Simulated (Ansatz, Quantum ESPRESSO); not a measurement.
# CsH (Fm-3m): phonons by linear response

Aim: the phonon dispersion of CsH (Fm-3m), checked by a second program.

Method: DFT LDA, scalar-relativistic, plane waves, PseudoDojo norm-conserving pseudopotentials, in Quantum ESPRESSO 7.5.

Report form: the programs' logs are mostly left out.

The database entry behind the starting cell differs from later determinations by our own check (0.1 to 0.3 % short, probably kX units), so it need not match the best structure at ambient conditions.

**1. Set-up**

Symmetry: Fm-3m, No. 225, cubic system. Conventional cell: a = 6.376 Å, b = 6.376 Å, c = 6.376 Å, α = 90.00°, β = 90.00°, γ = 90.00°. Nearest to Cs lie 6 H at 3.19 Å. H has 6 Cs at 3.19 Å nearest. Farther neighbours are not listed.

Coordinates:

```cif
data_structure
_symmetry_space_group_name_H-M 'Fm-3m'
_symmetry_Int_Tables_number 225
_cell_length_a 6.3760
_cell_length_b 6.3760
_cell_length_c 6.3760
_cell_angle_alpha 90.000
_cell_angle_beta 90.000
_cell_angle_gamma 90.000
_cell_volume 259.21
loop_
_atom_site_label
_atom_site_type_symbol
_atom_site_symmetry_multiplicity
_atom_site_Wyckoff_symbol
_atom_site_fract_x
_atom_site_fract_y
_atom_site_fract_z
_atom_site_occupancy
Cs1 Cs 4 a 0.00000 0.00000 0.00000 1
H1 H 4 b 0.00000 0.50000 0.00000 1
```

**2. A first look**

A cheap run with smearing and empty bands tells whether the crystal has a gap, which decides between fixed occupations and smearing later on.

File probe.in:

```
&control
   calculation = 'scf'
   prefix = 'x'
   outdir = './tmp'
   pseudo_dir = './pseudo'
   tprnfor = .true.
   tstress = .true.
   verbosity = 'high'
/
&system
   ibrav = 2
   celldm(1) = 12.04889377
   nat = 2
   ntyp = 2
   ecutwfc = 74.0
   occupations = 'smearing'
   smearing = 'gaussian'
   degauss = 0.01
/
&electrons
   conv_thr = 1.0d-07
   mixing_beta = 0.7
   electron_maxstep = 100
/
ATOMIC_SPECIES
 Cs    132.9055  Cs.upf
 H       1.0080  H.upf
ATOMIC_POSITIONS crystal
 Cs     0.000000000   0.000000000   0.000000000
 H      0.500000000   0.500000000   0.500000000
K_POINTS automatic
 6 6 6 0 0 0
```

Command:

```bash
$ OMP_NUM_THREADS=1 mpirun -n 2 pw.x -nk 2 -in probe.in > probe.out
```

It took 4 s on 2 MPI ranks of Intel Xeon 6975P-C (Granite Rapids), shared host.

This step gave:

```yaml
volume_per_atom: 32.40 Å³
pressure: -1.276 GPa
gap_on_the_k_mesh: 1.956 eV
```

A gap of 2.0 eV opens on this mesh, so the crystal is taken as an insulator; the start stands at -1.3 GPa.

**3. Relaxing the cell and atoms**

Frequencies change by per cents with a per cent of volume, so the structure is first brought to rest at this level of theory.

File relax.in:

```
&control
   calculation = 'vc-relax'
   prefix = 'x'
   outdir = './tmp'
   pseudo_dir = './pseudo'
   tprnfor = .true.
   tstress = .true.
   forc_conv_thr = 2.0d-05
   etot_conv_thr = 1.0d-07
   nstep = 40
/
&system
   ibrav = 2
   celldm(1) = 12.04889377
   nat = 2
   ntyp = 2
   ecutwfc = 74.0
   occupations = 'fixed'
   nbnd = 7
/
&electrons
   conv_thr = 1.0d-11
   mixing_beta = 0.7
   electron_maxstep = 100
/
&ions
/
&cell
   press_conv_thr = 0.1
/
ATOMIC_SPECIES
 Cs    132.9055  Cs.upf
 H       1.0080  H.upf
ATOMIC_POSITIONS crystal
 Cs     0.000000000   0.000000000   0.000000000
 H      0.500000000   0.500000000   0.500000000
K_POINTS automatic
 6 6 6 0 0 0
```

Command:

```bash
$ OMP_NUM_THREADS=1 mpirun -n 2 pw.x -nk 2 -in relax.in > relax.out
```

The job ended after 27 s (2 MPI ranks; 53 s of CPU time).

The steps of the relaxation:

```tsv
step	energy less that of the first step (eV)	largest force (eV/Å)	pressure (GPa)	volume (Å³)
1	0.0000	0.0000	-1.27	64.80
2	-0.0032	0.0000	-1.22	64.38
3	-0.0079	0.0000	-1.15	63.76
4	-0.0142	0.0000	-1.04	62.83
5	-0.0223	0.0000	-0.85	61.46
6	-0.0311	0.0000	-0.54	59.44
7	-0.0361	0.0000	0.02	56.48
8	-0.0361	0.0000	0.00	56.59
9	-0.0361	0.0000	0.00	56.59
10	-0.0360	0.0000	0.00	56.59
```

```tsv
conventional cell, symmetrised	before	after	change
a (Å)	6.376	6.094	-4.4 %
b (Å)	6.376	6.094	-4.4 %
c (Å)	6.376	6.094	-4.4 %
volume (Å³/atom)	32.40	28.29	-12.7 %
```

Final coordinates:

```
Cs H
1.0
    -3.04714    0.00000    3.04714
     0.00000    3.04714    3.04714
    -3.04714    3.04714    0.00000
Cs H
1 1
Direct
  0.00000 0.00000 0.00000
  0.50000 0.50000 0.50000
```

The last row of the table of steps is pw.x's closing run on a basis chosen anew for the final cell, so its energy can jump.

Read from the output:

| Property | Result |
| --- | --- |
| volume per atom | 28.29 Å³ |
| pressure | -0.004 GPa |
| gap on the k-mesh | 1.751 eV |

The volume changes by -12.7 % from the cell with which this run began.

**4. Self-consistent run for the response**

Perturbation theory inherits every error of the wavefunctions, so the threshold is set near the limit of the arithmetic. With a gap, occupations are fixed, which also allows the response to an electric field.

File scf.in:

```
&control
   calculation = 'scf'
   prefix = 'x'
   outdir = './tmp'
   pseudo_dir = './pseudo'
   tprnfor = .true.
   tstress = .true.
/
&system
   ibrav = 2
   celldm(1) = 11.51652022
   nat = 2
   ntyp = 2
   ecutwfc = 74.0
   occupations = 'fixed'
   nbnd = 7
/
&electrons
   conv_thr = 1.0d-12
   mixing_beta = 0.7
   electron_maxstep = 100
/
ATOMIC_SPECIES
 Cs    132.9055  Cs.upf
 H       1.0080  H.upf
ATOMIC_POSITIONS crystal
 Cs     0.000000000   0.000000000   0.000000000
 H      0.500000000   0.500000000   0.500000000
K_POINTS automatic
 6 6 6 0 0 0
```

Command:

```bash
$ OMP_NUM_THREADS=1 mpirun -n 2 pw.x -nk 2 -in scf.in > scf.out
```

The job ended after 3.7 s (2 MPI ranks; 6.9 s of CPU time).

The cell stands at -0.004 GPa, close enough for phonons.

**5. Linear response on the mesh**

Linear response treats each wavevector in the unit cell, with no supercell; the 2×2×2 mesh fixes the range of the force constants to be had.

File ph.in:

```
phonons
&inputph
   prefix = 'x'
   outdir = './tmp'
   fildyn = 'x.dyn'
   tr2_ph = 1.0d-18
   epsil = .true.
   ldisp = .true.
   nq1 = 2
   nq2 = 2
   nq3 = 2
/
```

Command:

```bash
$ OMP_NUM_THREADS=1 mpirun -n 2 ph.x -nk 2 -in ph.in > ph.out
```

It took 2.4 min on 2 MPI ranks; 4.9 min of CPU time.

This step gave:

* miss of the charge sum rule: 0.004380 e
* largest acoustic frequency at the zone centre before the sum rule: 0.89 cm⁻¹
* highest optical zone-centre mode (no LO-TO term): 452.2 cm⁻¹
* lowest optical zone-centre mode: 452.2 cm⁻¹
* mean high-frequency dielectric constant: 3.645
* largest Born charge in size (third of the trace): 1.159 e
* lowest mode on the q mesh (acoustic ones at the zone centre apart): 27.4 cm⁻¹

Frequencies (cm⁻¹) at each irreducible wavevector; negative means imaginary. Frequencies by wavevector:

```tsv
q (fractions)	star	mode 1	mode 2	mode 3	mode 4	mode 5	mode 6
0 0 0	1	0.89	0.89	0.89	452.2	452.2	452.2
0 0 -0.5	4	41.81	41.81	64.08	567.3	567.3	739.7
0 -0.5 -0.5	3	27.4	27.4	57.24	471.7	471.7	519
```

Optical modes; normalised displacements of the dynamical-matrix file. The modes at Γ (shares of kinetic energy by element, %):

```tsv
mode	frequency (cm⁻¹)	symmetry	Cs %	H %
1	452.2	T1u	1	99
2	452.2	T1u	1	99
3	452.2	T1u	1	99
```

Displacements in mode 3 (452.2 cm⁻¹), the largest set to 1:
```
Cs1  0.00  0.00 -0.01
H2   0.18  0.31  1.00
```

Born charge (rows field, columns displacement), before the sum rule (e), principal values of the symmetric part by kind of site:

```tsv
atom	atoms with these values	low	middle	high	mean
Cs1	1	1.15	1.15	1.15	1.15
H2	1	-1.16	-1.16	-1.16	-1.16
```

In full for H2:

```
-1.16  0.00  0.00
 0.00 -1.16  0.00
 0.00  0.00 -1.16
```

High-frequency dielectric tensor:

```
3.64 0.00 0.00
0.00 3.64 0.00
0.00 0.00 3.64
```

The acoustic modes at Γ come out as far as 0.9 cm⁻¹ from zero, where they should vanish, a small numerical error; the Born charges miss their sum rule by 0.0044 e, which is good.

**6. Force constants in real space**

The dynamical matrices of the mesh are Fourier-transformed to force constants in real space, after the long-range dipole part is taken out.

File q2r.in:

```
&input
   fildyn = 'x.dyn'
   zasr = 'crystal'
   flfrc = 'x.fc'
/
```

Command:

```bash
$ q2r.x < q2r.in > q2r.out
```

Wall time 0.63 s (1 thread).

**7. Interpolated phonon bands**

From the force constants any wavevector is cheap; points of the mesh come back as solved, but for the sum rule and, in polar crystals, the LO-TO term at Γ; the rest is interpolation.

File matdyn.in:

```
&input
   asr = 'crystal'
   flfrc = 'x.fc'
   flfrq = 'x.freq'
   flvec = 'x.modes'
   q_in_band_form = .true.
   q_in_cryst_coord = .true.
/
8
  0.0000000   0.0000000   0.0000000  12  ! GAMMA
 -0.0000000   0.5000000   0.5000000  12  ! X
 -0.0000000   0.6250000   0.3750000   1  ! U
 -0.3750000   0.3750000  -0.0000000  12  ! K
  0.0000000   0.0000000   0.0000000  12  ! GAMMA
 -0.0000000   0.5000000  -0.0000000  12  ! L
 -0.2500000   0.5000000   0.2500000  12  ! W
 -0.0000000   0.5000000   0.5000000   1  ! X
```

Command:

```bash
$ matdyn.x -in matdyn.in > matdyn.out
```

Wall time 0.64 s (1 thread).

This step gave:

```yaml
lowest_frequency_on_the_path: 0 cm⁻¹
```

Matdyn.x, sum rule crystal. Phonon branches along the path, in cm⁻¹:

```tsv
point	branch 1	branch 2	branch 3	branch 4	branch 5	branch 6
Γ	0	0	0	452	452	724
halfway	24	24	57	510	510	666
X	27	27	57	472	472	519
halfway	31	36	56	480	498	527
U	37	49	51	500	545	559
jump to K	37	49	51	500	545	559
halfway	30	40	53	512	543	708
Γ	0	0	0	452	452	724
halfway	33	33	46	513	513	732
L	42	42	64	567	567	740
halfway	42	45	58	535	553	656
W	45	45	48	532	534	534
halfway	34	40	54	499	503	531
X	27	27	57	472	472	519
```

All branches are real along the path.

**8. Density of states**

Sums over the zone need many more wavevectors than were solved, so the interpolation is sampled on a dense mesh.

File matdyn.in:

```
&input
   asr = 'crystal'
   flfrc = 'x.fc'
   dos = .true.
   fldos = 'x.dos'
   nk1 = 13
   nk2 = 13
   nk3 = 13
   deltaE = 1.0
/
```

Command:

```bash
$ matdyn.x -in matdyn.in > matdyn.out
```

The job ended after 3.8 s (1 thread).

This step gave:

- share of modes beyond 3i cm⁻¹ on the dense interpolated mesh: 0
- zero-point energy per atom: 56.78 meV
- heat capacity at 300 K: 19.41 J/(mol atoms K)
- vibrational entropy at 300 K: 35.84 J/(mol atoms K)

The phonon density of states has structure finer than the step of the table below, so its rows give means over 25 cm⁻¹, whole bins alone (the curve runs from 0 to 740 cm⁻¹). Peaks (cm⁻¹: height): total 40.0: 0.151, 60.0: 0.102, 520.0: 0.0412; Cs 40.0: 0.151, 60.0: 0.102; H 520.0: 0.0411, 724.0: 0.0111.

Tetrahedra. Table of phonon density of states by wavenumber; means over each step; values in 1/cm⁻¹/cell:

```tsv
wavenumber (cm⁻¹)	total	Cs	H
25	0.0349	0.0347	1.2e-4
50	0.0807	0.0806	1.1e-4
75	0.00390	0.00390	2.1e-6
100	0	0	0
125	0	0	0
150	0	0	0
175	0	0	0
200	0	0	0
225	0	0	0
250	0	0	0
275	0	0	0
300	0	0	0
325	0	0	0
350	0	0	0
375	0	0	0
400	0	0	0
425	0	0	0
450	1.4e-4	5.0e-7	1.4e-4
475	0.00315	1.6e-5	0.00314
500	0.0168	5.9e-5	0.0167
525	0.0341	6.8e-5	0.0341
550	0.0280	4.7e-5	0.0279
575	0.00522	2.3e-6	0.00521
600	0.00401	0	0.00401
625	0.00444	0	0.00443
650	0.00489	0	0.00488
675	0.00564	3.8e-6	0.00564
700	0.00698	1.1e-5	0.00697
725	0.00647	1.7e-5	0.00645
```

Harmonic thermodynamic functions per atom, summed over the density of states scaled to three modes an atom; melting is ignored. Thermodynamic functions:

```tsv
T (K)	F_vib (meV/atom)	S (J/mol-atom/K)	C_V (J/mol-atom/K)
0	56.78	0	0
50	54.4	10.95	10.91
100	46.44	19.03	12.34
200	21.4	28.63	16.08
300	-12.15	35.84	19.41
400	-52.44	41.71	21.35
500	-98.27	46.61	22.48
600	-148.8	50.77	23.16
700	-203.3	54.38	23.6
800	-261.4	57.55	23.9
900	-322.5	60.38	24.11
1000	-386.4	62.92	24.26
```

At 300 K the heat capacity has reached 78 % of the Dulong-Petit value.

**9. Modes with the sum rule**

A rigid shift of the crystal must cost nothing, but grids and finite bases break this; the acoustic sum rule is imposed before the matrix is diagonalised again. With Born charges the intensities follow, and the static dielectric tensor.

File dynmat.in:

```
&input
   fildyn = 'x.dyn1'
   asr = 'simple'
   lperm = .true.
/
```

Command:

```bash
$ dynmat.x -in dynmat.in > dynmat.out
```

Run time: 0.62 s. Hardware: 1 thread.

Numbers from this step:

| Property | Result |
| --- | --- |
| mean static dielectric constant | 9.333 |

Zone-centre frequencies as printed; negative means imaginary. Modes:

```tsv
mode	frequency (cm⁻¹)
1	0
2	0
3	0
4	452.2
5	452.2
6	452.2
```

Degenerate modes summed, no LO-TO term. Infrared lines, with heights relative to the strongest:

```tsv
position (cm⁻¹)	lines merged	label	IR intensity, relative
452	3	T1u	100
```

Static dielectric tensor (ions relaxed, fixed cell):

```
9.33 0.00 0.00
0.00 9.33 0.00
0.00 0.00 9.33
```

The rule moves no optical mode by more than 0.1 cm⁻¹.

**10. Sum rules set otherwise (asr crystal)**

The rule can be imposed in more than one way; the choices should agree where the raw error is small.

File dynmat.in:

```
&input
   fildyn = 'x.dyn1'
   asr = 'crystal'
   lperm = .true.
/
```

Command:

```bash
$ dynmat.x -in dynmat.in > dynmat.out
```

Wall time 0.61 s (1 thread).

Zone-centre frequencies as printed; negative means imaginary. Modes:

```tsv
mode	frequency (cm⁻¹)
1	0
2	0
3	0
4	452.2
5	452.2
6	452.2
```

Against the first rule no mode moves by more than 0.1 cm⁻¹.

**11. Sum rules set otherwise: a sum rule for molecules or wires on a crystal**

This rule also removes rotations, which suits molecules and not a crystal; it is tried to see the harm.

File dynmat.in:

```
&input
   fildyn = 'x.dyn1'
   asr = 'zero-dim'
   lperm = .true.
/
```

Command:

```bash
$ dynmat.x -in dynmat.in > dynmat.out
```

It took 0.62 s on 1 thread.

The program raised no error, yet the settings are not those of a careful run.

The fault: a sum rule for molecules or wires on a crystal; 2 optical modes are projected out to zero frequency, as if they were rotations, and the static dielectric tensor is spoilt.

For a crystal the rule has to be 'simple' or 'crystal'.

Zone-centre frequencies as printed; negative means imaginary. Modes:

```tsv
mode	frequency (cm⁻¹)
1	0
2	0
3	0
4	0
5	0
6	452.2
```

**12. Modes along a direction of q (1 0 0)**

A longitudinal polar mode sets up a macroscopic field that stiffens it; the term hangs on the direction from which q goes to zero.

File dynmat.in:

```
&input
   fildyn = 'x.dyn1'
   asr = 'simple'
   q(1) = 1.0
   q(2) = 0.0
   q(3) = 0.0
/
```

Command:

```bash
$ dynmat.x -in dynmat.in > dynmat.out
```

The job ended after 0.61 s (1 thread).

Read from the output:

```yaml
highest_mode_moved_by_the_lo_to_term: 723.6 cm⁻¹
```

Zone-centre frequencies as printed; negative means imaginary. Modes:

```tsv
mode	frequency (cm⁻¹)
1	0
2	0
3	0
4	452.2
5	452.2
6	723.6
```

The field moves one mode, from 452 to 724 cm⁻¹; the others stay.

(Continued in part 2 of 2.)

[Host names and launcher messages were left out of these logs when they were recorded.]

[Logs are printed without paths, hosts, clocks, repeated set-up lines and the standing remarks that a program may print on its own settings, such as how far it seeks lower states.]

[Hosts, paths, dates, database ids (printed as entryN), source tags and the programs' standing remarks are cut or masked in the printed files.]
